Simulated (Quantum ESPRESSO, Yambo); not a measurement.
# TiO2 (Anatase): G0W0 with Yambo, start to end, part 3 of 3

Aim: the G0W0 gap of TiO2 (Anatase) on PBE, step by step.

Quantum ESPRESSO 7.5 and Yambo 5.3.0; PBE and many-body steps on it, plane waves. Known limits of the many-body steps: not at the basis limit.

So far. Step 3 (Bands along the symmetry lines): The gap is 2.141 eV, −0.045 eV from the run before at this level. Step 4 (Empty states on the mesh, 4×4×4 mesh, 461 bands): On this mesh the gap is 2.189 eV.

### Step 5. Conversion and set-up

This step: Yambo 5.3.0; conversion and set-up on PBE, plane waves, norm-conserving pseudopotentials.

The states are converted to the many-body program's format and the q mesh is built.

Run with:

```
$ (cd o/x.save; p2y > p2y.log; mv SAVE ../..); yambo > setup.log
```

The program printed:

```text
 Yambo, version 5.3.0

 [02] CORE Variables Setup
 =========================

  [02.01] Unit cells
  ==================

  Cell kind             :  Unknown
  Atoms in the cell     :  Ti  O
  number of Ti atoms    :  2
  number of O  atoms    :   4

  List of atomic masses
  Mass of Ti    :  47.86700
  Mass of O     :  15.99900

  List of atomic coordinates    : [cc]
  Ti1       :  0.000000  0.000000  0.000000  order 1
  Ti2       :  0.000000  3.575551  4.494997  order 2
  O1       : -0.69697E-16  0.69697E-16   3.7416      order 3
  O2       :  0.28629E-15   3.5756       8.2366      order 4
  O3       : -0.28629E-15   3.5756      0.75336      order 5
  O4       :  0.14356E-16 -0.14356E-16   14.238      order 6

  Alat factors          :  8.989994  8.989994  8.989994 [a.u.]
  Direct lattice volume :  459.7326 [a.u.]
  Direct lattice vectors:  A[ 1 ]  A[ 2 ]  A[ 3 ]
   A[ 1 ]: -0.397726  0.397726  1.000000  [iru]
  -3.575551  3.575551  8.989994  [cc]
   A[ 2 ]:  0.397726 -0.397726  1.000000  [iru]
   3.575551 -3.575551  8.989994  [cc]
   A[ 3 ]:  0.397726  0.397726 -1.000000  [iru]
   3.575551  3.575551 -8.989994  [cc]

  Recip. lattice volume :  0.539553 [a.u.]
  Recip. lattice vectors:  B[ 1 ]  B[ 2 ]  B[ 3 ]
   B[ 1 ]: -0.94474E-17   1.2571      0.50000      [iku]
  -0.66029E-17  0.87863      0.34945      [cc]
   B[ 2 ]:   1.2571     -0.94474E-17  0.50000      [iku]
   0.87863     -0.66029E-17  0.34945      [cc]
   B[ 3 ]:   1.2571       1.2571      0.52345E-17  [iku]
   0.87863      0.87863      0.36585E-17  [cc]

  [02.02] Symmetries
  ==================

  Inversion symmetry    : yes
  Spatial inversion     : no
  Inversion index       :   9
  K-space Time-reversal : yes
  Magnetic symmetries   : no
  Time-reversal derived K-space symmetries:   9  16
  Group table correct   : yes
  Symmetries units      :  [cc]

   [S  1]:   1.0000      0.13186E-16  0.59966E-16  0.13186E-16   1.0000      0.59966E-16  0.63239E-17 -0.21601E-17   1.0000
   [S  2]:  -1.0000     -0.13186E-16  0.59966E-16 -0.13186E-16  -1.0000      0.59966E-16 -0.63239E-17  0.21601E-17   1.0000
   [S  3]:  0.13186E-16   1.0000     -0.59966E-16   1.0000      0.13186E-16 -0.59966E-16 -0.21601E-17  0.63239E-17  -1.0000
[...]
[S  7]: -0.13186E-16   1.0000     -0.59966E-16  -1.0000      0.13186E-16 -0.59966E-16  0.21601E-17  0.63239E-17  -1.0000
   [S  8]:  0.13186E-16  -1.0000     -0.59966E-16   1.0000     -0.13186E-16 -0.59966E-16 -0.21601E-17 -0.63239E-17  -1.0000
   [S* 9]:  -1.0000     -0.13186E-16 -0.59966E-16 -0.13186E-16  -1.0000     -0.59966E-16 -0.63239E-17  0.21601E-17  -1.0000
   [S*10]:   1.0000      0.13186E-16 -0.59966E-16  0.13186E-16   1.0000     -0.59966E-16  0.63239E-17 -0.21601E-17  -1.0000
     [... 4 further rows ...]
   [S*15]:  0.13186E-16  -1.0000      0.59966E-16   1.0000     -0.13186E-16  0.59966E-16 -0.21601E-17 -0.63239E-17   1.0000
[...]
K [ 9]         [rlu]:  0.250000  0.250000 -0.250000
[...]
K [10]         [rlu]:  0.250000 -0.500000 -0.500000
[...]
K [11]         [rlu]:  0.250000 -0.250000  0.250000
[...]
K [12]         [rlu]:  0.250000 -0.250000 -0.500000
         WF components:   5132
  K [13]         [rlu]: -0.500000 -0.500000 -0.500000
         WF components:   5116

  [02.05] Energies & Occupations
  ==============================

  [X] === General ===
  [X] Electronic Temperature                        :  0.000000  0.000000 [eV K]
  [X] Bosonic    Temperature                        :  0.000000  0.000000 [eV K]
  [X] Finite Temperature mode                       : no
  [X] El. density                                   :  0.70458E+24 [cm-3]
  [X] Fermi Level                                   :  7.297606 [eV]

  [X] === Gaps and Widths ===
  [X] Conduction Band Min                           :  2.188734 [eV]
  [X] Valence Band Max                              :  0.000000 [eV]
  [X] Filled Bands                                  :  24
  [X] Empty Bands                                   :    25   461
  [X] Direct Gap                                    :  2.491719 [eV]
  [X] Direct Gap localized at k                     :   9
  [X] Indirect Gap                                  :  2.188734 [eV]
  [X] Indirect Gap between kpts                     :  3  1
  [X] Last valence band width                       :  0.810353 [eV]
  [X] 1st conduction band width                     :  1.464956 [eV]

  E @ K [ 1]:  [eV]
  -56.29835 -56.23732 -32.79079 -32.55099 -32.55099 -32.47863 -32.47863 -32.39384
[...]
occ @ K [ 1]
[...]
E @ K [ 2]:  [eV]
[...]
occ @ K [ 2]
[...]
E @ K [ 3]:  [eV]
[...]
occ @ K [ 3]
[...]
E @ K [ 8]:  [eV]
[...]
occ @ K [ 8]
[...]
E @ K [ 9]:  [eV]
[...]
occ @ K [ 9]
[...]
E @ K [10]:  [eV]
[...]
occ @ K [10]
[...]
E @ K [11]:  [eV]
[...]
occ @ K [11]
[...]
E @ K [12]:  [eV]
[...]
occ @ K [12]
[...]
E @ K [13]:  [eV]
[...]
occ @ K [13]
[...]
0.000000  0.000000  0.000000  0.000000  0.000000  0.000000  0.000000  0.000000
   0.000000  0.000000  0.000000  0.000000  0.000000  0.000000  0.000000  0.000000

 [03] Transferred momenta grid and indexing
 ==========================================

 IBZ Q-points                                      :  13
 BZ  Q-points                                      :   64

 K/Q-points units:
 rlu = crystal or reduced units; cc = cartesian coordinates; iku = interal k-units

 Q [ 1]         [rlu]:  0.000000  0.000000  0.000000
 Q [ 2]         [rlu]:  0.55297E-17  0.72474E-16  0.25000
 Q [ 3]         [rlu]: -0.74239E-16 -0.81769E-16 -0.50000
[...]
Q [ 8]         [rlu]:  0.250000  0.250000  0.250000
 Q [ 9]         [rlu]:  0.250000  0.250000 -0.250000
 Q [10]         [rlu]:  0.250000  0.500000 -0.500000
 Q [11]         [rlu]:  0.250000 -0.250000  0.250000
 Q [12]         [rlu]:  0.250000  0.750000 -0.500000
 Q [13]         [rlu]:  0.500000  0.500000 -0.500000

  [03.01] X indexes
  =================

   [03.01.01] Sigma indexes
   ========================

 [06] Game Over & Game summary
```

The job ended after 2.5 s (1 MPI rank of Arm Neoverse V2, shared host; peak memory 0.24 GiB).

### Step 6. Screening and self-energy, 4×4×4 mesh, 202 bands, screening to 176.9 eV

G0W0 replaces the xc potential by the self-energy, built once from these orbitals. Only a window of levels is corrected, while the sums run over the empty bands that the input names.

This step: G0W0 on PBE, plane waves, norm-conserving pseudopotentials.

gw2.in

```
HF_and_locXC
gw0
dyson
ppa
em1d
rim_cut
RandQpts= 1000000
RandGvec= 1 RL
EXXRLvcs= 76 Ry
VXCRLvcs= 304 Ry
Chimod= "HARTREE"
% BndsRnXp
 1 | 202 |
%
NGsBlkXp= 13 Ry
% LongDrXp
 1 | 1 | 1 |
%
% GbndRnge
 1 | 202 |
%
DysSolver= "n"
ExtendOut
PPAPntXp= 27.21138 eV
% QPkrange
 3 | 3 | 23 | 26 |
 1 | 1 | 23 | 26 |
 9 | 9 | 23 | 26 |
%
```

Run with:

```
$ OMP_NUM_THREADS=1 mpirun -n 8 yambo -F gw2.in -J gw2 -C gw2 > gw2.log
```

The program printed:

```text
 Yambo, version 5.3.0

 [02] CORE Variables Setup
 =========================

  [... cell, symmetries and grids as in the set-up ...]

  [02.05] Energies & Occupations
  ==============================

  [X] === General ===
  [X] Electronic Temperature                        :  0.000000  0.000000 [eV K]
  [X] Bosonic    Temperature                        :  0.000000  0.000000 [eV K]
  [X] Finite Temperature mode                       : no
  [X] El. density                                   :  0.70458E+24 [cm-3]
  [X] Fermi Level                                   :  7.297606 [eV]

  [X] === Gaps and Widths ===
  [X] Conduction Band Min                           :  2.188734 [eV]
  [X] Valence Band Max                              :  0.000000 [eV]
  [X] Filled Bands                                  :  24
  [X] Empty Bands                                   :    25   461
  [X] Direct Gap                                    :  2.491719 [eV]
  [X] Direct Gap localized at k                     :   9
  [X] Indirect Gap                                  :  2.188734 [eV]
  [X] Indirect Gap between kpts                     :  3  1
  [X] Last valence band width                       :  0.810353 [eV]
  [X] 1st conduction band width                     :  1.464956 [eV]

 [03] Transferred momenta grid and indexing
 ==========================================

 IBZ Q-points                                      :  13
 BZ  Q-points                                      :   64

 K/Q-points units:
 rlu = crystal or reduced units; cc = cartesian coordinates; iku = interal k-units

 Q [ 1]         [rlu]:  0.000000  0.000000  0.000000
 Q [ 2]         [rlu]:  0.55297E-17  0.72474E-16  0.25000
 Q [ 3]         [rlu]: -0.74239E-16 -0.81769E-16 -0.50000
 Q [ 4]         [rlu]:  0.79654E-16  0.25000     -0.51899E-16
 Q [ 5]         [rlu]:  0.22222E-16  0.25000      0.25000
 Q [ 6]         [rlu]:  0.43097E-16 -0.50000     -0.43097E-16
 Q [ 7]         [rlu]:  0.55054E-16 -0.50000      0.25000
 Q [ 8]         [rlu]:  0.250000  0.250000  0.250000
 Q [ 9]         [rlu]:  0.250000  0.250000 -0.250000
 Q [10]         [rlu]:  0.250000  0.500000 -0.500000
 Q [11]         [rlu]:  0.250000 -0.250000  0.250000
 Q [12]         [rlu]:  0.250000  0.750000 -0.500000
 Q [13]         [rlu]:  0.500000  0.500000 -0.500000

 [04] Coloumb potential Random Integration (RIM)
 ===============================================

  [04.01] RIM initialization
  ==========================

  * Diagonal components only detected *

  8 x (sBL volume)        :  0.067444 [a.u.]
  sBZ random points       :  1000000
  Points outside the sBZ  :   7980549
  RL volume               :  0.539553 [a.u.]
  Integrated volume       :  0.540868 [a.u.]

  [04.02] RIM integrals
  =====================

  Gamma point sphere radius             :  0.073836 [a.u.]
  Points outside the sphere             :   800449
  [Int_sBZ(q=0) 1/q^2]*(Vol_sBZ)^(-1/3) =:  7.663677
                                 should be <:  7.795600

  Summary of Coulomb integrals for non-metallic bands |Q|[au] RIM/Bare

  Q [1] 0.100000E-4 0.983077 * Q [9] 0.174727 0.940102
  Q [4] 0.236394 1.086547 * Q [2] 0.310643 1.080598
  Q [10] 0.341967 1.015211 * Q [13] 0.349454 0.987550
  Q [7] 0.356411 1.040044 * Q [11] 0.439316 1.032638
  Q [12] 0.467566 1.010968 * Q [6] 0.472788 1.024280
  Q [5] 0.498879 1.027191 * Q [3] 0.621287 1.019013
  Q [8] 0.645389 1.016315

 [WARNING] [Xp] User bands 1-202 break level degeneracy

 [05] Dipoles
 ============

  [05.01] Setup: observables and procedures
  =========================================

  [WARNING] [x,Vnl] slows the Dipoles computation. To neglect it rename the ns.kb_pp file

 [06] Dynamic Dielectric Matrix (PPA)
 ====================================

 [SLK-Inversion]  Pools        :  2
 [SLK-Inversion]  BLACS grid   :  2  2

 [WR./gw2//ndb.pp]---------------------------------------------------------------
  Brillouin Zone Q/K grids (IBZ/BZ)                :   13   64   13   64
  RL vectors                                       :   7681 [WF]
  Coulomb cutoff potential                         : none
  Electronic Temperature                           :  0.000000 [K]
  Bosonic    Temperature                           :  0.000000 [K]
  PPA    diel. fun.  energies                      : Perdew, Burke & Ernzerhof(X)+Perdew, Burke & Ernzerhof(C)
  wavefunctions                                    : Perdew, Burke & Ernzerhof(X)+Perdew, Burke & Ernzerhof(C)
  Global Gauge                                     : length
  X matrix size                                    :   363
  X band range                                     :    1  202
  X e/h energy range                               : -1.000000 -1.000000 [eV]
  X Time ordering                                  : R
  X Hxc Kernel                                     : HARTREE
  X Drude frequency                                :  0.000000  0.000000
  X poles                                          :  100.0000 [o/o]
  RL vectors in the sum                            :   7681
  [r,Vnl] included                                 : yes
  Field direction                                  :  0.577350E-5  0.577350E-5  0.577350E-5
  BZ energy Double Grid                            : no
  BZ energy DbGd points                            : 0
  BZ Q point size factor                           : -1.000000
  X Optical Averaged directions                    : none

 [07] Local Exchange-Correlation + Non-Local Fock
 ================================================

 [VXC] Plane waves :   41149
 [EXS] Plane waves :   5133

 QP @ state[ 1 ] K range:  1  1
 QP @ state[ 1 ] b range:  23  26
 QP @ state[ 2 ] K range:  3  3
 QP @ state[ 2 ] b range:  23  26
 QP @ state[ 3 ] K range:   9   9
 QP @ state[ 3 ] b range:  23  26

 [xc] Functional : Perdew, Burke & Ernzerhof(X)+Perdew, Burke & Ernzerhof(C)
 [xc] LIBXC used to calculate xc functional
  PP Number of Atomic Species                      :  2
  NLCC RL compoments                               :   41149
  PP Number of Atomic Species                      :  2
  NLCC RL compoments                               :   41149

 [xc] E_xc :  -28.61523 [Ha]
      E_xc :  -57.23046 [Ry]

  Local XC kind (lXC) : Perdew, Burke & Ernzerhof(X)+Perdew, Burke & Ernzerhof(C)
  Non-Local XC kind (nlXC) : Hartree-Fock

  Corrections @ K [1] :  [eV]
 <23|nlXC|23> = -24.44653 -0.31009E-17 <23|lXC|23> = -19.55036 -0.37763E-15
 <24|nlXC|24> = -24.44656 -0.46297E-17 <24|lXC|24> = -19.55036 -0.89997E-24
 <25|nlXC|25> = -11.85498  0.56827E-18 <25|lXC|25> = -19.33989 -0.37763E-15
 <26|nlXC|26> = -12.11651  0.63224E-18 <26|lXC|26> = -20.50579 -0.37763E-15

  Corrections @ K [3] :  [eV]
 <23|nlXC|23> = -24.83824 -0.30366E-17 <23|lXC|23> = -20.08193 -0.19511E-21
 <24|nlXC|24> = -24.83822  0.17025E-17 <24|lXC|24> = -20.08200 -0.37763E-15
 <25|nlXC|25> = -12.46911  0.14170E-17 <25|lXC|25> = -21.00708  0.28323E-15
 <26|nlXC|26> = -12.46911 -0.13469E-17 <26|lXC|26> = -21.00707  0.18882E-15

  Corrections @ K [9] :  [eV]
 <23|nlXC|23> = -24.96831  0.14100E-16 <23|lXC|23> = -20.28075 -0.18882E-15
 <24|nlXC|24> = -24.96824 -0.62298E-17 <24|lXC|24> = -20.28075 -0.94408E-16
 <25|nlXC|25> = -11.88004 -0.90318E-18 <25|lXC|25> = -19.48808  0.75527E-15
 <26|nlXC|26> = -12.06418  0.31388E-19 <26|lXC|26> = -20.30967  0.37763E-15

 [08] Dyson equation: Newton solver
 ==================================

  [08.01] G0W0 (W PPA)
  ====================

  [  GW  ] Bands range     :    1  202
  [GW/PPA] G damping       :  0.100000 [eV]

  QP @ state[ 1 ] K range:  1  1
  QP @ state[ 1 ] b range:  23  26
  QP @ state[ 2 ] K range:  3  3
  QP @ state[ 2 ] b range:  23  26
  QP @ state[ 3 ] K range:   9   9
  QP @ state[ 3 ] b range:  23  26

   Sc/G bands                                       :    1  202
   Sc/G damping                                     :  0.100000 ev
   Sc bands terminator                              : no
   Sx RL components                                 :   5133

   QP @ state[ 1 ] K range                          :  1  1
   QP @ state[ 1 ] b range                          :  23  26
   QP @ state[ 2 ] K range                          :  3  3
   QP @ state[ 2 ] b range                          :  23  26
   QP @ state[ 3 ] K range                          :   9   9
   QP @ state[ 3 ] b range                          :  23  26
   GF energies kind                                 : Perdew, Burke & Ernzerhof(X)+Perdew, Burke & Ernzerhof(C)
   GF WF`s kind                                     : Perdew, Burke & Ernzerhof(X)+Perdew, Burke & Ernzerhof(C)
   Xs energies kind                                 : Perdew, Burke & Ernzerhof(X)+Perdew, Burke & Ernzerhof(C)
   Xs WF`s kind                                     : Perdew, Burke & Ernzerhof(X)+Perdew, Burke & Ernzerhof(C)

 [11] Game Over & Game summary
```

Elapsed: 8.8 min, on 8 MPI ranks; peak memory 8.1 GiB.

This step gave:

```yaml
g0w0_gap_on_the_points_computed: 3.665 eV
starting_gap_on_the_mesh: 2.189 eV
k_of_the_valence_top: 0, 0, -0.5
k_of_the_conduction_bottom: 0, 0, 0
least_direct_g0w0_gap_on_the_computed_points: 3.999 eV
z_at_the_valence_top: 0.7576
z_at_the_conduction_bottom: 0.7790
```

The gap on the mesh goes from 2.19 eV to 3.66 eV, a correction of +1.48 eV.

Limits: finite bands, cutoff and mesh. v1 is the top filled band, c1 the lowest empty one. The levels before and after the correction (eV, zero at the valence-band top of each column):

|  | conduction bottom | valence top |
| --- | --- | --- |
| Kohn-Sham | 2.19 | 0.00 |
| G0W0 | 3.66 | 0.00 |

|  | level | energy (eV) |
| --- | --- | --- |
| Kohn-Sham | Γ v2-v1 | -0.429 |
| Kohn-Sham | Γ c1 | 2.189 |
| Kohn-Sham | Γ c2 | 2.935 |
| Kohn-Sham | (0 0 -0.5) v2-v1 | 0.000 |
| Kohn-Sham | (0 0 -0.5) c1-c2 | 3.429 |
| G0W0 | Γ v2-v1 | -0.493 |
| G0W0 | Γ c1 | 3.665 |
| G0W0 | Γ c2 | 4.592 |
| G0W0 | (0 0 -0.5) v2-v1 | 0.000 |
| G0W0 | (0 0 -0.5) c1-c2 | 5.145 |

### Step 7. Where the time went

Times are wall times on the hardware named with each run, good to a factor of about two.

| step | time | share | memory (GiB) |
| --- | --- | --- | --- |
| ground state | 47 s | 7 % | 0.86 |
| bands along the symmetry lines | 9.9 s | 1 % | 0.61 |
| empty states on the mesh | 97 s | 14 % | 1.4 |
| conversion and set-up | 2.5 s | 0 % | 0.24 |
| screening and self-energy | 8.8 min | 77 % | 8.1 |

### Step 8. Results

- PBE gap: 2.14 eV, indirect
- G0W0 gap on the mesh: 3.66 eV
- G0W0 gap over the zone (rigid shift): 3.62 eV
- GW settings: 4×4×4 mesh, 202 bands, screening to 176.9 eV, Godby-Needs plasmon pole
- known limits: not at the basis limit

In words: G0W0 moves the gap on the mesh from 2.19 eV to 3.66 eV (+1.48 eV), with Z of 0.76 and 0.78 at the edges. The mesh misses the band edges by 0.05 eV in all; a rigid shift gives 3.62 eV for the zone. Only 3 of the mesh's irreducible points were corrected, so a valley elsewhere could overtake. The dearest step here is «screening and self-energy». Against experiment, by G0W0@PBE: the direct gap of 4.00 eV lies +0.02 eV from the measured 3.98 eV (electronic, quoted 2020); the gap of 3.62 eV lies +0.32 eV from the measured 3.3 eV (indirect, 2016); the direct gap of 4.00 eV lies +0.82 eV from the measured 3.18 ± 0.03 eV (direct, 300 K, 2022); the gap of 3.62 eV lies +0.47 eV from the measured 3.15 eV (indirect, 300 K, 2016); the gap of 3.62 eV lies +0.45 eV from the measured 3.17 eV (kind not stated, 2020). An exciton line or allowed optical edge lies below the quasiparticle gap by the binding energy; a forbidden edge can push the onset above it. The calculation has static nuclei and no excitons; a measured gap holds zero-point and thermal motion, which mostly lowers it. Bands and cutoff are finite, so the gap is not at the basis limit. The miss can reach some tenths of an eV and take either sign; the mesh is an error of its own. In the G0W0 run levels were corrected at 3 k points alone, so a gap called «on the mesh» is the least over those, and an edge elsewhere would be missed.

[Paths, hosts, dates, memory and timing lines, banners, echoed tables and standing remarks are left out of the program output.]

[Logs are printed without paths, hosts, clocks, repeated set-up lines and the standing remarks that a program may print on its own settings, such as how far it seeks lower states.]

[Runs of the session that timed out or met a known fault of the program may be left out.]

[Hosts, paths, dates, database ids (printed as entryN), source tags and the programs' standing remarks are cut or masked in the printed files.]
